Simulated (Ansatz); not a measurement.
# Ca on Ru(0001): change of the work function, part 4 of 4

How does Ca on the hcp site change the work function of Ru(0001) as the layer fills?

Ansatz 0.2.0; plane-wave DFT, PBE, Ansatz PAW (the session's first sound run).

So far, work function, upper face (eV): step 2 (the clean slab) 5.03; step 3 (37 atoms, coverage 0.111 ML, cell 3x3) 2.51; step 4 (17 atoms, coverage 0.25 ML, cell 2x2) 2.05.

## (6) The 0.25 ML cell at another level of theory, cutoff 500 eV, functional r2SCAN

This step: plane-wave DFT, r2SCAN, Ansatz PAW (Ansatz 0.2.0).

The geometry is kept and the functional is r2SCAN; other changes against the main runs: cutoff 420 → 500.

input.yaml reads:

```yaml
crystal:
  lattice:
    - [5.4, 0.0, 0.0]
    - [2.7, 4.6765371804, 0.0]
    - [0.0, 0.0, 27.3773924554]
  atoms:
    - { symbol: Ru, position: [0.3333333333, 0.3333333333, 0.328738393] }
    - { symbol: Ru, position: [0.0, 0.0, 0.4068466352] }
    - { symbol: Ru, position: [0.3333333333, 0.3333333333, 0.4861317144] }
    - { symbol: Ru, position: [0.0, 0.0, 0.5632440087] }
    - { symbol: Ru, position: [0.3333333333, 0.8333333333, 0.328738393] }
    - { symbol: Ru, position: [0.0, 0.5, 0.4068466352] }
    - { symbol: Ru, position: [0.3314602394, 0.8342698803, 0.4852236301] }
    - { symbol: Ru, position: [-0.0096431422, 0.5048215711, 0.5619560717] }
    - { symbol: Ru, position: [0.8333333333, 0.3333333333, 0.328738393] }
    - { symbol: Ru, position: [0.5, 0.0, 0.4068466352] }
    - { symbol: Ru, position: [0.8342698803, 0.3314602394, 0.4852236301] }
    - { symbol: Ru, position: [0.5048215711, -0.0096431422, 0.5619560717] }
    - { symbol: Ru, position: [0.8333333333, 0.8333333333, 0.328738393] }
    - { symbol: Ru, position: [0.5, 0.5, 0.4068466352] }
    - { symbol: Ru, position: [0.8342698803, 0.8342698803, 0.4852236301] }
    - { symbol: Ru, position: [0.5048215711, 0.5048215711, 0.5619560717] }
    - { symbol: Ca, position: [0.3333333333, 0.3333333333, 0.6486562457] }
kpoints:
  mp_grid: { grid: [7, 7, 1] }
hamiltonian:
  xc: r2scan
scf:
  occupations: { method: fermi_dirac, width: 0.1 }
  convergence: { dr2_threshold: 1.0e-08 }
efield:
  axis: 3
  dipole_correction: true
  ramp_position: 0.97
  ramp_width: 0.06
output:
  write_potential: true
  write_density: true
  volumetric_format: npy
```

The run is started by

```
$ ansatz run input.yaml --threads 4 --pin off --max-ram 12288MiB --backend cpu --events-out ev --progress --plain --runs-dir out
```

Numbers of over 12 decimals in the logs are rounded to 6 here.

Log:

```text
[...]
Crystal: 17 atoms, lattice volume = 691.370 Å³
Basis set: ecut = 500 eV, 17439 PW (Γ), exchange–correlation on 160×160×800 points (64 copies of the dense FFT grid, shifted against one another)
Bands: 160, of which v1, the nominal top of the filled ones, is band 133 counted from 1 (132 counted from 0)
Symmetry: 6 space group operations
[...]
k-points: 8 of 49 (time reversal used)
[...]
SCF iter   1: F=—  HF=-96065.447323 eV  |F-HF|=—  |Δ(HF+E_count)|=         —  Δρ=1.44e-2  dr2=1.52e1  dr2_τ=2.42e-1  ethr=1.77e-3  p=0.432 e·Å  D=1.13e-1 V/Å  ΔV_dip=-3.09 eV  dr2_dipole=4.12e0  V_vac-E_F(+/−)=1.87/4.96 eV  ⟨swp⟩=9.5  Hψ=5751  notcnv=0
[...]
SCF iter  13: F=-96065.479818 eV  HF=-96065.479818 eV  |F-HF|=3.42e-9  |Δ(HF+E_count)|=   1.14e-9  Δρ=3.16e-7  dr2=1.70e-9  dr2_τ=3.86e-11  ethr=3.76e-12  p=0.429 e·Å  D=1.12e-1 V/Å  ΔV_dip=-3.08 eV  dr2_dipole=6.21e-10  V_vac-E_F(+/−)=2.00/5.08 eV  ⟨swp⟩=4.4  Hψ=2949  notcnv=0
SCF 1 converged in 13 iterations: F = -96065.479818 eV  dr2 = 1.70e-9
[...]
SCF converged after 13 iterations
Free energy (F): -96065.479818 eV
[...]
Internal energy: -96064.855270 eV  (E = F + TS)
E sigma→0 (E₀):  -96065.167544 eV
Entropy (-TS):   -0.624548 eV (-36.738 meV/atom)
Fermi energy:    5.506393 eV
Dipole field:    D = 0.112381 V/Å  (p = 0.429380 e·Å, saw-weighted, corrected)
Work function:   Φ+ = 1.9987 eV   Φ− = 5.0754 eV
[...]
--- Band table (eV; the first three rows and the last of 8) ---
  k-point 0: bands = [... 129 lower, 5.6681, 5.8008, 6.3418, 6.3418, 6.4839, 6.5415, 6.5415, 6.5986, ... 23 higher]
  k-point 1: bands = [... 129 lower, 5.6331, 5.6779, 5.9631, 6.1774, 6.2019, 6.2708, 6.3159, 6.4791, ... 23 higher]
  k-point 2: bands = [... 129 lower, 5.2933, 5.3748, 5.4912, 5.5287, 5.7507, 5.8395, 5.8495, 6.0159, ... 23 higher]
  k-point 7: bands = [... 129 lower, 4.9183, 4.9735, 5.0739, 5.1568, 5.2673, 5.3153, 5.7192, 5.8778, ... 23 higher]
```

The job ended after 63 s (4 threads of Intel Xeon Platinum 8259CL at 2.50GHz (Skylake/Cascade Lake), shared host; peak memory 4 GiB).

Reading the cycles: dr2 is the Hartree energy of the density residual (eV), the measure of convergence; HF is the Harris–Foulkes estimate of the energy, which meets the free energy F at convergence.

Numbers from this step:

```
energy at zero smearing        : -96065.1675 eV
work function, upper face      : 1.999 eV
work function, lower face      : 5.075 eV
dipole along the normal        : 0.4294 e·Å
step between the vacuum levels : -3.077 eV
```

The work function comes to 2.00 eV, -0.05 eV from the first level.

## (7) The 0.25 ML cell at another level of theory, cutoff 420 eV, functional RPBE

This step: plane-wave DFT, RPBE, Ansatz PAW (Ansatz 0.2.0).

The geometry is kept and the functional is RPBE.

Changes to input.yaml since step 6:

```diff
@@ -26,3 +26,3 @@
 hamiltonian:
-  xc: r2scan
+  xc: rpbe
 scf:
```

Log:

```text
[...]
Crystal: 17 atoms, lattice volume = 691.370 Å³
Basis set: ecut = 420 eV, 13441 PW (Γ)
Bands: 160, of which v1, the nominal top of the filled ones, is band 133 counted from 1 (132 counted from 0)
Symmetry: 6 space group operations
[...]
k-points: 8 of 49 (time reversal used)
[...]
SCF iter   1: F=—  HF=-95990.747715 eV  |F-HF|=—  |Δ(HF+E_count)|=         —  Δρ=1.38e-2  dr2=2.01e1  ethr=1.77e-3  p=0.432 e·Å  D=1.13e-1 V/Å  ΔV_dip=-3.09 eV  dr2_dipole=7.63e0  V_vac-E_F(+/−)=1.72/4.81 eV  ⟨swp⟩=9.4  Hψ=5862  notcnv=0
[...]
SCF iter  12: F=-95990.541919 eV  HF=-95990.541919 eV  |F-HF|=2.91e-10  |Δ(HF+E_count)|=   3.90e-9  Δρ=3.76e-7  dr2=1.73e-9  ethr=3.76e-12  p=0.407 e·Å  D=1.07e-1 V/Å  ΔV_dip=-2.92 eV  dr2_dipole=5.27e-11  V_vac-E_F(+/−)=1.97/4.89 eV  ⟨swp⟩=3.1  Hψ=2468  notcnv=0
SCF 1 converged in 12 iterations: F = -95990.541919 eV  dr2 = 1.73e-9
[...]
SCF converged after 12 iterations
Free energy (F): -95990.541919 eV
[...]
Internal energy: -95989.882074 eV  (E = F + TS)
E sigma→0 (E₀):  -95990.211997 eV
Entropy (-TS):   -0.659845 eV (-38.814 meV/atom)
Fermi energy:    5.640119 eV
Dipole field:    D = 0.106515 V/Å  (p = 0.406966 e·Å, saw-weighted, corrected)
Work function:   Φ+ = 1.9746 eV   Φ− = 4.8907 eV
[...]
--- Band table (eV; the first three rows and the last of 8) ---
  k-point 0: bands = [... 129 lower, 5.8031, 5.9559, 6.4244, 6.4244, 6.5918, 6.6293, 6.6293, 6.6656, ... 23 higher]
  k-point 1: bands = [... 129 lower, 5.7685, 5.8164, 6.0954, 6.2858, 6.3080, 6.3673, 6.4157, 6.5507, ... 23 higher]
  k-point 2: bands = [... 129 lower, 5.4480, 5.5212, 5.6383, 5.6682, 5.8689, 5.9493, 5.9696, 6.1109, ... 23 higher]
  k-point 7: bands = [... 129 lower, 5.0715, 5.1291, 5.2273, 5.3079, 5.3964, 5.4421, 5.8416, 5.9846, ... 23 higher]
```

Wall time 33 s (4 threads); peak memory 2.6 GiB.

Numbers from this step:

```
energy at zero smearing        : -95990.2120 eV
work function, upper face      : 1.975 eV
work function, lower face      : 4.891 eV
dipole along the normal        : 0.4070 e·Å
step between the vacuum levels : -2.916 eV
```

The work function comes to 1.97 eV, -0.08 eV from the first level.

## (8) The 0.25 ML cell at another level of theory, cutoff 420 eV, functional LDA

This step: plane-wave DFT, LDA, Ansatz PAW (Ansatz 0.2.0).

The geometry is kept and the functional is LDA.

Changes to input.yaml since step 7:

```diff
@@ -26,3 +26,3 @@
 hamiltonian:
-  xc: rpbe
+  xc: lda
 scf:
```

Log:

```text
[...]
Crystal: 17 atoms, lattice volume = 691.370 Å³
Basis set: ecut = 420 eV, 13441 PW (Γ)
Bands: 160, of which v1, the nominal top of the filled ones, is band 133 counted from 1 (132 counted from 0)
Symmetry: 6 space group operations
[...]
k-points: 8 of 49 (time reversal used)
[...]
k-point 0: bands = [... 129 lower, 5.4355, 5.6001, 6.0428, 6.0428, 6.2279, 6.2664, 6.2664, 6.2902, ... 23 higher]
  k-point 1: bands = [... 129 lower, 5.3998, 5.4514, 5.7430, 5.9048, 5.9288, 5.9854, 6.0358, 6.1710, ... 23 higher]
  k-point 2: bands = [... 129 lower, 5.0719, 5.1499, 5.2350, 5.2983, 5.4926, 5.5683, 5.5854, 5.7275, ... 23 higher]
  k-point 7: bands = [... 129 lower, 4.6830, 4.7474, 4.8477, 4.9272, 5.0062, 5.0533, 5.4594, 5.6032, ... 23 higher]
[key lines of the parts left out:]
SCF converged after 11 iterations
Free energy (F): -93896.542074 eV
Fermi energy:    5.260764 eV
Dipole field:    D = 0.118736 V/Å  (p = 0.453661 e·Å, saw-weighted, corrected)
Work function:   Φ+ = 2.1756 eV   Φ− = 5.4263 eV
```

The job ended after 32 s (4 threads; peak memory 2.6 GiB).

The work function comes to 2.18 eV, +0.12 eV from the first level.

## (9) Comparing the runs

Times are for 4 threads of Intel Xeon Platinum 8259CL at 2.50GHz (Skylake/Cascade Lake), shared host. The runs compared:

```csv
no.,functional,"work function, upper face (eV)",dipole along the normal (e·Å),time,memory (GiB)
1,r2scan,1.999,0.4294,63 s,4.0
2,rpbe,1.975,0.4070,33 s,2.6
3,lda,2.176,0.4537,32 s,2.6
```

## (10) Varying the input

This step: plane-wave DFT, PBE, Ansatz PAW (Ansatz 0.2.0).

An input spoilt on purpose, to show how the run answers: it repeats the earlier run at 0.25 ML with efield.amplitude to 0 and efield.dipole_correction from true to false, and scf.max_iter set to 50; its output block differs too.

input.yaml reads:

```yaml
crystal:
  lattice:
    - [5.4, 0.0, 0.0]
    - [2.7, 4.6765371804, 0.0]
    - [0.0, 0.0, 27.3773924554]
  atoms:
    - { symbol: Ru, position: [0.3333333333, 0.3333333333, 0.328738393] }
    - { symbol: Ru, position: [0.0, 0.0, 0.4068466352] }
    - { symbol: Ru, position: [0.3333333333, 0.3333333333, 0.4857156528] }
    - { symbol: Ru, position: [0.0, 0.0, 0.561675075] }
    - { symbol: Ru, position: [0.3333333333, 0.8333333333, 0.328738393] }
    - { symbol: Ru, position: [0.0, 0.5, 0.4068466352] }
    - { symbol: Ru, position: [0.3333333333, 0.8333333333, 0.4857156528] }
    - { symbol: Ru, position: [0.0, 0.5, 0.561675075] }
    - { symbol: Ru, position: [0.8333333333, 0.3333333333, 0.328738393] }
    - { symbol: Ru, position: [0.5, 0.0, 0.4068466352] }
    - { symbol: Ru, position: [0.8333333333, 0.3333333333, 0.4857156528] }
    - { symbol: Ru, position: [0.5, 0.0, 0.561675075] }
    - { symbol: Ru, position: [0.8333333333, 0.8333333333, 0.328738393] }
    - { symbol: Ru, position: [0.5, 0.5, 0.4068466352] }
    - { symbol: Ru, position: [0.8333333333, 0.8333333333, 0.4857156528] }
    - { symbol: Ru, position: [0.5, 0.5, 0.561675075] }
    - { symbol: Ca, position: [0.3333333333, 0.3333333333, 0.671261607] }
kpoints:
  mp_grid: { grid: [7, 7, 1] }
hamiltonian:
  xc: pbe
scf:
  occupations: { method: fermi_dirac, width: 0.1 }
  convergence: { dr2_threshold: 1.0e-08 }
  max_iter: 50
efield:
  axis: 3
  dipole_correction: false
  ramp_position: 0.97
  ramp_width: 0.06
  amplitude: 0
relax:
  f_tol: 0.02
  max_steps: 60
  constraints: [{ sites: [0, 1, 4, 5, 8, 9, 12, 13] }]
output:
  bader: true
  dos: { projected: true, e_range: [-8, 4] }
  write_potential: true
  write_density: true
  volumetric_format: npy
```

Log:

```text
Error: invalid value for `efield.amplitude`: is zero with dipole_correction: false — the section would apply nothing; set a non-zero amplitude, enable dipole_correction, or remove the block
```

Wall time 0.03 s (4 threads); peak memory 0.043 GiB.

The program refused the input before any cycle.

The program's message: “Error: invalid value for `efield.amplitude`: is zero with dipole_correction: false — the section would apply nothing; set a non-zero amplitude, enable dipole_correction, or remove the block”

The fault put into the input: a field block that applies nothing.

## (11) The same run with other settings

System of this step: Ru(0001). The cell holds 4 atoms: 4 Ru. Its edges and angles: a = 2.700 Å, b = 2.700 Å, c = 24.415 Å, α = 90.0°, β = 90.0°, γ = 60.0°. Vacuum lies along c.

Another changed input: it repeats the earlier run at 0 ML with scf.occupations.method from fermi_dirac to cold and scf.occupations.width from 0.1 to 0.01.

input.yaml reads:

```yaml
crystal:
  lattice:
    - [2.7, 0.0, 0.0]
    - [1.35, 2.3382685902, 0.0]
    - [0.0, 0.0, 24.4152]
  atoms:
    - { symbol: Ru, position: [0.6666666667, 0.6666666667, 0.3686228251] }
    - { symbol: Ru, position: [0.0, 0.0, 0.4562076084] }
    - { symbol: Ru, position: [0.6666666667, 0.6666666667, 0.5437923916] }
    - { symbol: Ru, position: [0.0, 0.0, 0.6313771749] }
kpoints:
  mp_grid: { grid: [13, 13, 1] }
hamiltonian:
  xc: pbe
scf:
  occupations: { method: cold, width: 0.01 }
  convergence: { dr2_threshold: 1.0e-08 }
efield:
  axis: 3
  dipole_correction: true
  ramp_position: 0.97
  ramp_width: 0.06
relax:
  f_tol: 0.02
  max_steps: 60
  constraints: [{ sites: [0, 1] }]
output:
  write_potential: true
  write_density: true
  volumetric_format: npy
```

Log:

```text
[...]
Crystal: 4 atoms, lattice volume = 154.141 Å³
Basis set: ecut = 420 eV, 3063 PW (Γ), exchange–correlation on 40×40×360 points (8 copies of the dense FFT grid, shifted against one another)
Bands: 39, of which v1, the nominal top of the filled ones, is band 32 counted from 1 (31 counted from 0)
Symmetry: 6 space group operations
k-points: 21 of 169 (time reversal used)
[...]
SCF iter   1: F=—  HF=-23512.639967 eV  |F-HF|=—  |Δ(HF+E_count)|=         —  Δρ=7.75e-3  dr2=3.17e-1  ethr=1.77e-3  p=0.000 e·Å  D=2.58e-13 V/Å  ΔV_dip=-0.00 eV  dr2_dipole=6.31e-8  V_vac-E_F(+/−)=4.72/4.72 eV  ⟨swp⟩=8.8  Hψ=3747  notcnv=0
[...]
SCF iter  13: F=-23512.632244 eV  HF=-23512.632244 eV  |F-HF|=5.91e-9  |Δ(HF+E_count)|=   3.61e-9  S|Δr|=    0.00e0  Δρ=7.17e-7  dr2=1.98e-9  ethr=1.56e-11  p=-0.000 e·Å  D=-2.15e-6 V/Å  ΔV_dip=0.00 eV  dr2_dipole=6.64e-10  V_vac-E_F(+/−)=5.05/5.05 eV  ⟨swp⟩=8.1  Hψ=5310  notcnv=0
SCF 1 converged in 13 iterations: F = -23512.632244 eV  dr2 = 1.98e-9
[...]
relax step   1: F+E_penalty+E_count = -23512.63224382 eV  Δ(F+E_penalty+E_count) = +0.000e0 eV  max|allowed force component| = 5.303e-1 eV/Å  Δτ_max = 0.0000 Å  (13 SCF iters, accepted)
[...]
SCF iter  14: F=-23512.642659 eV  HF=-23512.642659 eV  |F-HF|=0.00e0  |Δ(HF+E_count)|=   1.68e-8  S|Δr|=    0.00e0  Δρ=5.67e-7  dr2=2.62e-9  ethr=1.56e-11  p=0.001 e·Å  D=1.40e-3 V/Å  ΔV_dip=-0.03 eV  dr2_dipole=8.69e-10  V_vac-E_F(+/−)=5.03/5.06 eV  ⟨swp⟩=8.5  Hψ=5361  notcnv=0
SCF 2 converged in 14 iterations: F = -23512.642659 eV  dr2 = 2.62e-9
relax step   2: F+E_penalty+E_count = -23512.64265912 eV  Δ(F+E_penalty+E_count) = -1.042e-2 eV  max|allowed force component| = 3.261e-1 eV/Å  Δτ_max = 0.0884 Å  (14 SCF iters, accepted)
SCF iter   1: F=—  HF=-23512.650049 eV  |F-HF|=—  |Δ(HF+E_count)|=         —  Δρ=2.84e-3  dr2=6.68e-2  ethr=1.32e-3  p=0.001 e·Å  D=1.40e-3 V/Å  ΔV_dip=-0.03 eV  dr2_dipole=1.84e-2  V_vac-E_F(+/−)=5.03/5.06 eV  ⟨swp⟩=2.0  Hψ=1274  notcnv=0  defer=34
[...]
SCF iter  13: F=-23512.648346 eV  HF=-23512.648346 eV  |F-HF|=5.83e-9  |Δ(HF+E_count)|=   1.67e-8  S|Δr|=    0.00e0  Δρ=8.23e-7  dr2=2.72e-9  ethr=1.56e-11  p=0.001 e·Å  D=9.83e-4 V/Å  ΔV_dip=-0.02 eV  dr2_dipole=1.74e-11  V_vac-E_F(+/−)=5.04/5.07 eV  ⟨swp⟩=10.0  Hψ=5427  notcnv=0
SCF 3 converged in 13 iterations: F = -23512.648346 eV  dr2 = 2.72e-9
relax step   3: F+E_penalty+E_count = -23512.64834579 eV  Δ(F+E_penalty+E_count) = -5.687e-3 eV  max|allowed force component| = 2.221e-2 eV/Å  Δτ_max = 0.0377 Å  (13 SCF iters, accepted)
SCF iter   1: F=—  HF=-23512.648405 eV  |F-HF|=—  |Δ(HF+E_count)|=         —  Δρ=3.36e-4  dr2=1.07e-3  ethr=1.30e-5  p=0.001 e·Å  D=9.83e-4 V/Å  ΔV_dip=-0.02 eV  dr2_dipole=2.86e-4  V_vac-E_F(+/−)=5.04/5.07 eV  ⟨swp⟩=2.3  Hψ=1304  notcnv=0  defer=33
[...]
SCF iter  10: F=-23512.648382 eV  HF=-23512.648382 eV  |F-HF|=3.20e-10  |Δ(HF+E_count)|=   7.28e-9  S|Δr|=    0.00e0  Δρ=9.99e-7  dr2=7.10e-9  ethr=1.56e-11  p=0.001 e·Å  D=9.32e-4 V/Å  ΔV_dip=-0.02 eV  dr2_dipole=2.64e-10  V_vac-E_F(+/−)=5.04/5.07 eV  ⟨swp⟩=8.5  Hψ=5489  notcnv=0
SCF 4 converged in 10 iterations: F = -23512.648382 eV  dr2 = 7.10e-9
relax step   4: F+E_penalty+E_count = -23512.64838163 eV  Δ(F+E_penalty+E_count) = -3.583e-5 eV  max|allowed force component| = 1.952e-3 eV/Å  Δτ_max = 0.0039 Å  (10 SCF iters, accepted)
[...]
SCF converged after 10 iterations
Stability not checked: this state was not tested for a lower state beside it, because cold or Methfessel-Paxton smearing, or corrected tetrahedra, fill the levels in a way that the test cannot read (fill_not_monotonic; see scf.lower_state_search)
Free energy (F): -23512.648382 eV
[...]
Internal energy: -23512.648091 eV  (E = F + TS)
E sigma→0 (E₀):  -23512.648285 eV
Entropy (-TS):   -0.000290 eV (-0.073 meV/atom)
Fermi energy:    5.078439 eV
Dipole field:    D = 0.000908 V/Å  (p = 0.000773 e·Å, saw-weighted, corrected)
Work function:   Φ+ = 5.0448 eV   Φ− = 5.0670 eV
[...]
--- Forces (eV/Å), atoms counted from 1 ---
  atom   1  Ru     0.00000000     0.00000000     0.51198969
  atom   2  Ru    -0.00000000     0.00000000    -0.51102467
  atom   3  Ru    -0.00000000    -0.00000000     0.00100096
  atom   4  Ru    -0.00000000     0.00000000    -0.00195240
  max |Σ_I F_I| component: 1.36e-5 eV/Å
--- Band table (eV; the first three rows and the last of 21) ---
  k-point 0: bands = [... 28 lower, 3.0955, 3.0955, 3.3036, 4.2407, 4.2407, 5.1647, 5.2326, 5.2326, ... 3 higher]
  k-point 1: bands = [... 28 lower, 3.0989, 3.2382, 3.3650, 4.0998, 4.1900, 4.7338, 5.0116, 5.1818, ... 3 higher]
  k-point 2: bands = [... 28 lower, 3.2351, 3.4089, 3.6546, 3.6761, 4.1305, 4.2485, 4.7829, 5.0903, ... 3 higher]
  k-point 20: bands = [... 28 lower, 3.1700, 3.8239, 4.4443, 5.6275, 5.6595, 5.8443, 6.2294, 6.4146, ... 3 higher]
--- Relaxed structure (4 steps of the walk, 4 accepted, 0 SCFs on fresh bases) ---
  F+E_penalty+E_count = -23512.64838163 eV   max|allowed force component| = 1.952e-3 eV/Å
  atoms:
    - { symbol: Ru, position: [0.666667, 0.666667, 0.3686228251] }
    - { symbol: Ru, position: [0.0, 0.0, 0.456208] }
    - { symbol: Ru, position: [0.666667, 0.666667, 0.544257] }
    - { symbol: Ru, position: [-1.924043737840313e-18, 0, 0.629461] }
```

Elapsed: 14 s, on 4 threads; peak memory 0.55 GiB; 54 s of CPU time.

Relaxation path:

```csv
step,energy less that of the first step (eV),largest force component (eV/Å)
1,0.0000,0.5303
2,-0.0104,0.3261
3,-0.0161,0.0222
4,-0.0161,0.0020
```

The run keeps the 6 symmetry operations that it works with, so distortions that break them were not tested.

The atoms that moved most (Å):

| atom | dx | dy | dz | length |
| --- | --- | --- | --- | --- |
| Ru4 | 0.000 | 0.000 | -0.047 | 0.047 |
| Ru3 | 0.000 | 0.000 | 0.011 | 0.011 |

The relaxed structure:

```xyz
4
Lattice="2.7000 0.0000 0.0000 1.3500 2.3383 0.0000 0.0000 0.0000 24.4152" Properties=species:S:1:pos:R:3
Ru    2.7000    1.5588    9.0000
Ru    0.0000    0.0000   11.1384
Ru    2.7000    1.5588   13.2881
Ru    0.0000    0.0000   15.3684
```

Numbers from this step:

- energy at zero smearing: -23512.6483 eV
- work function, upper face: 5.045 eV
- work function, lower face: 5.067 eV
- dipole along the normal: 7.73e-4 e·Å
- step between the vacuum levels: -0.02216 eV

```csv
quantity,this run,earlier run,difference
"work function, upper face (eV)",5.045,5.030,0.015
"work function, lower face (eV)",5.067,5.061,0.0060
dipole along the normal (e·Å),7.73e-4,0.001092,-3.2e-4
```

What moves beyond 0.01 in its unit (for the dipole 0.5 % and 5e-5 e·Å): dipole along the normal (-0.000319 e·Å) and work function, upper face (+0.0151 eV).

## (12) Summary of results

| Item | Value |
| --- | --- |
| work function of the clean face | 5.03 eV |
| work function at 0.11 ML | 2.51 eV |
| work function at 0.25 ML | 2.05 eV |
| dipole per adsorbate at 0.11 ML, positive end outwards | 3.82 D |

In words: Ca lowers the work function of Ru(0001) at the lowest coverage, by 2.52 eV: the adsorbate layer has its positive end outwards. The slab has 4 layers, at the tabulated experimental lattice constant, one starting site was run, and quantum-size effects of a slab this thin can reach one or two tenths of an eV.

[Logs are printed without paths, hosts, clocks, repeated set-up lines and the standing remarks that a program may print on its own settings, such as how far it seeks lower states.]

[Hosts, paths, dates, database ids (printed as entryN), source tags and the programs' standing remarks are cut or masked in the printed files.]

[Maps of the electrostatic potential energy from Ansatz leave out the sawtooth potential of an applied field or a dipole correction, so their vacuum need not be flat; planar profiles and work functions include it.]
